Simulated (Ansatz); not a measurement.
# Ta2NF2 monolayer: a soft mode frozen in, part 3 of 3

Aim: this structure of Ta2NF2 monolayer is to be tested for unstable modes, and one is followed downhill.

Ansatz 0.2.0; DFT PBEsol, scalar-relativistic, plane waves, PAW.

So far. Step 4 (The mode frozen in, largest atomic shift 0.22 Å): The energy, extrapolated to zero smearing, is -13.40 meV/atom against the undistorted cell. Step 5 (Energy along the mode, all amplitudes (two of the runs …): The lowest of the steps tried is at 0.22 Å, 13.4 meV/atom below the parent; the bottom of the well need not coincide with a step.

## Step 6: Relaxing from the distorted cell (continued)

Step by step (22 of 40):

```
step  energy less that of the first step (eV)  largest force component (eV/Å)  volume (Å³)
   1                                   0.0000                          0.8802       609.26
   3                                  -0.2413                          1.9039       554.12
   5                                  -0.5100                          0.6938       560.36
   7                                  -0.5666                          0.1007       566.36
   8                                  -0.5710                          0.0328       566.12
  10                                  -0.5732                          0.0252       565.92
  12                                  -0.5732                          0.0169       566.14
  14                                  -0.5806                          0.1998       564.05
  16                                  -0.7848                          0.5403       558.68
  18                                  -1.1450                          1.4315       557.22
  20                                  -1.4437                          0.5080       568.24
  21                                  -1.4889                          0.5040       574.73
  23                                  -1.5231                          0.1164       573.43
  25                                  -1.5238                          0.0830       574.68
  27                                  -1.5247                          0.0047       574.26
  29                                  -1.5247                          0.0002       574.28
  31                                  -1.5774                          0.0957       576.47
  33                                  -1.5783                          0.0207       577.30
  34                                  -1.5785                          0.0078       577.13
 36*                                  -1.5813                          0.0011       577.11
  38                                  -1.5812                          0.0028       577.31
 40*                                  -1.5814                          0.0007       577.32
```

Relaxation steps marked * repeat the geometry before them on a plane-wave basis chosen anew for their cell, so energy and pressure can jump there. Other such steps can lie between the rows shown. Relaxation step 3 was tried and not accepted.

Forces are held to the 4 operations that the run works with; a distortion that breaks them can't arise in this run.

| cell as run | before | after | change |
| --- | --- | --- | --- |
| a (Å) | 3.255 | 2.803 | -13.9 % |
| b (Å) | 5.638 | 6.203 | +10.0 % |

The atoms that moved most (Å, along periodic axes as changes of fractional coordinates times the final cell, across vacuum about the mean position):

| atom | dx | dy | dz | length |
| --- | --- | --- | --- | --- |
| F9 | 0.000 | -0.932 | -0.393 | 1.012 |
| F7 | 0.000 | 0.932 | 0.393 | 1.012 |
| N1 | 0.000 | 0.423 | 0.446 | 0.615 |
| N2 | 0.000 | -0.423 | -0.446 | 0.615 |
| Ta3 | 0.000 | 0.326 | 0.125 | 0.349 |
| Ta5 | 0.000 | -0.326 | -0.125 | 0.349 |
| F8 | 0.000 | 0.180 | 0.130 | 0.222 |
| F10 | 0.000 | -0.180 | -0.130 | 0.222 |

The relaxed structure:

```
N Ta F
1.0
     2.80323    0.00000    0.00000
     0.00000    6.20321    0.00000
     0.00000    0.00000   33.20000
N Ta F
2 4 4
Direct
  0.00000 0.07705 0.32110
  0.50000 0.42295 0.28131
  0.00000 0.39860 0.33463
  0.50000 0.83544 0.33602
  0.50000 0.10140 0.26778
  0.00000 0.66456 0.26639
  0.50000 0.31893 0.38015
  0.00000 0.69370 0.37705
  0.00000 0.18107 0.22226
  0.50000 0.80630 0.22536
```

Numbers from this step:

* area per atom: 1.739 Å²

Valence density in the bc plane at fractional x = 0.500, with atoms of N and Ta and F within 0.2 Å of it. It is the smooth field of the valence electrons, not physical close to the nuclei.

Values in units of 1e0 e/Å³, 13 rows by 16 columns, each cell a mean:
```
0.0 0.0 0.0 0.0 0.0 0.0 0.0 0.0 0.0 0.0 0.0 0.0 0.0 0.0 0.0 0.0
0.0 0.0 0.0 0.0 0.0 0.0 0.0 0.0 0.0 0.0 0.0 0.0 0.0 0.0 0.0 0.0
0.0 0.0 0.0 0.0 0.0 0.0 0.0 0.0 0.0 0.0 0.0 0.0 0.0 0.0 0.0 0.0
0.0 0.0 0.0 0.0 0.0 0.0 0.0 0.0 0.0 0.0 0.0 0.0 0.0 0.0 0.0 0.0
0.0 0.0 0.0 0.0 0.0 0.0 0.0 0.0 0.0 0.0 0.0 0.0 0.0 0.0 0.0 0.0
0.0 0.0 0.0 0.0 0.0 0.0 0.0 0.0 0.0 0.0 0.0 0.0 0.0 0.0 0.0 0.0
0.0 0.0 0.0 0.0 0.0 0.0 0.0 0.0 0.0 0.0 0.0 0.0 0.0 0.0 0.0 0.0
0.0 0.0 0.0 0.2 1.0 1.7 0.7 0.1 0.0 0.0 0.0 0.0 0.0 0.0 0.0 0.0
0.3 0.1 0.1 0.3 1.4 2.3 1.1 0.4 0.2 0.2 0.2 0.7 2.1 2.5 2.3 1.0
1.7 2.5 2.4 1.3 0.5 0.8 1.5 1.5 0.8 0.3 0.3 0.5 1.4 1.6 0.7 0.6
0.0 0.0 0.0 0.0 0.0 0.0 0.0 0.0 0.0 0.0 0.1 0.4 1.7 2.1 0.6 0.1
0.0 0.0 0.0 0.0 0.0 0.0 0.0 0.0 0.0 0.0 0.0 0.0 0.0 0.0 0.0 0.0
0.0 0.0 0.0 0.0 0.0 0.0 0.0 0.0 0.0 0.0 0.0 0.0 0.0 0.0 0.0 0.0
```
Columns run along b (6.2 Å), rows up along c (33.2 Å). Atoms in or near the plane, at fractional coordinates: N at (0.42, 0.28), Ta at (0.84, 0.34), Ta at (0.10, 0.27), F at (0.32, 0.38), F at (0.81, 0.23).

ELF in the bc plane at fractional x = 0.500, with atoms of N and Ta and F within 0.2 Å of it. It is the smooth field of the valence electrons, not physical close to the nuclei.

Values, 13 rows by 16 columns, each cell a mean:
```
0.00 0.00 0.00 0.00 0.00 0.00 0.00 0.00 0.00 0.00 0.00 0.00 0.00 0.00 0.00 0.00
0.00 0.00 0.00 0.00 0.00 0.00 0.00 0.00 0.00 0.00 0.00 0.00 0.00 0.00 0.00 0.00
0.00 0.00 0.00 0.00 0.00 0.00 0.00 0.00 0.00 0.00 0.00 0.00 0.00 0.00 0.00 0.00
0.00 0.00 0.00 0.00 0.00 0.00 0.00 0.00 0.00 0.00 0.00 0.00 0.00 0.00 0.00 0.00
0.00 0.00 0.00 0.00 0.00 0.00 0.00 0.00 0.00 0.00 0.00 0.00 0.00 0.00 0.00 0.00
0.00 0.00 0.00 0.00 0.00 0.00 0.00 0.00 0.00 0.00 0.00 0.00 0.00 0.00 0.00 0.00
0.00 0.00 0.00 0.00 0.00 0.00 0.00 0.00 0.00 0.00 0.00 0.00 0.00 0.00 0.00 0.00
0.01 0.02 0.13 0.29 0.36 0.36 0.35 0.23 0.04 0.00 0.01 0.01 0.01 0.01 0.01 0.01
0.15 0.10 0.12 0.27 0.38 0.42 0.46 0.39 0.34 0.34 0.22 0.29 0.46 0.41 0.49 0.38
0.46 0.43 0.44 0.37 0.26 0.55 0.51 0.51 0.55 0.31 0.25 0.42 0.51 0.50 0.41 0.30
0.02 0.01 0.01 0.01 0.01 0.01 0.00 0.01 0.01 0.02 0.14 0.33 0.39 0.39 0.36 0.17
0.00 0.00 0.00 0.00 0.00 0.00 0.00 0.00 0.00 0.00 0.00 0.00 0.00 0.00 0.00 0.00
0.00 0.00 0.00 0.00 0.00 0.00 0.00 0.00 0.00 0.00 0.00 0.00 0.00 0.00 0.00 0.00
```
Columns run along b (6.2 Å), rows up along c (33.2 Å). Atoms in or near the plane, at fractional coordinates: N at (0.42, 0.28), Ta at (0.84, 0.34), Ta at (0.10, 0.27), F at (0.32, 0.38), F at (0.81, 0.23).

Electrostatic potential energy in the bc plane at fractional x = 0.500, with atoms of N and Ta and F within 0.2 Å of it. With pseudopotentials it is smooth inside the atoms' cores, unlike the true potential.

Values in eV, 13 rows by 16 columns, each cell a mean:
```
  0   0   0   0   0   0   0   0   0   0   0   0   0   0   0   0
  0   0   0   0   0   0   0   0   0   0   0   0   0   0   0   0
  0   0   0   0   0   0   0   0   0   0   0   0   0   0   0   0
  0   0   0   0   0   0   0   0   0   0   0   0   0   0   0   0
  0   0   0   0   0   0   0   0   0   0   0   0   0   0   0   0
  0   0   0   0   0   0   0   0   0   0   0   0   0   0   0   0
  0   0   0   0   0   0   0   0   0   0   0   0   0   0   0   0
 -1   0   0  -1  -7  -9  -6   0   0   0   0  -1  -1  -1  -1  -1
 -9  -4  -3  -5 -13 -16 -14  -6  -4  -4  -7 -18 -28 -30 -29 -22
-27 -31 -30 -25 -12 -12 -20 -20 -13  -6  -7  -9 -13 -13 -11 -16
 -1  -1  -1  -1   0   0   0  -1  -1  -1  -1  -5 -10 -11  -7  -1
  0   0   0   0   0   0   0   0   0   0   0   0   0   0   0   0
  0   0   0   0   0   0   0   0   0   0   0   0   0   0   0   0
```
Columns run along b (6.2 Å; values clipped at the 3rd and 97th percentile), rows up along c (33.2 Å). Atoms in or near the plane, at fractional coordinates: N at (0.42, 0.28), Ta at (0.84, 0.34), Ta at (0.10, 0.27), F at (0.32, 0.38), F at (0.81, 0.23).

The distorted start has space group P2_1/m; the relaxation ends in P2_1/m.

## Step 7: Outcome

* unstable mode of the parent: q = (0, -0.5, 0), 148i cm⁻¹
* depth at the lowest point sampled: 13.4 meV/atom
* largest atomic shift at that point: 0.22 Å
* space group reached (within 0.01 Å): P2_1/m
* energy gained over the parent (first relaxation, on the mesh of the frozen mode): 172 meV/atom
* area per atom, phase reached: 1.74 Å²

What this shows: Along this mode the structure falls into P2_1/m, 172 meV/atom below the parent. At the parent's cell the well is 13.40 meV/atom deep on the steps tried, with its lowest point at a shift of 0.22 Å. Relaxing atoms and cell changes the gain by +158.18 meV/atom against the lowest step (energies at zero smearing). Most of the total comes from this relaxation. The modes of the phase reached were not computed on this path. Of the 2 patterns followed to their end from this parent, this one reaches the lowest energy. Each path keeps the symmetry of its pattern, so a lower phase may lie along a pattern not tried. With no gap, or one that is small against the smearing, the frequencies hang on the k mesh and the smearing, most of all near Kohn anomalies. The phonon runs are without spin polarisation, although the cell has an odd electron count. In a sheet or slab the interpolated bending branch near Γ is rough, since the rotational sum rule isn't imposed. Spin-orbit coupling is left out, which can matter for the heavy elements here. A phonon run warned that its eigensolver left some bands unconverged in a pass. The starting cell was built on a prototype and not taken from a measurement.

[Logs are printed without paths, hosts, clocks, repeated set-up lines and the standing remarks that a program may print on its own settings, such as how far it seeks lower states.]

[Hosts, paths, dates, database ids (printed as entryN), source tags and the programs' standing remarks are cut or masked in the printed files.]
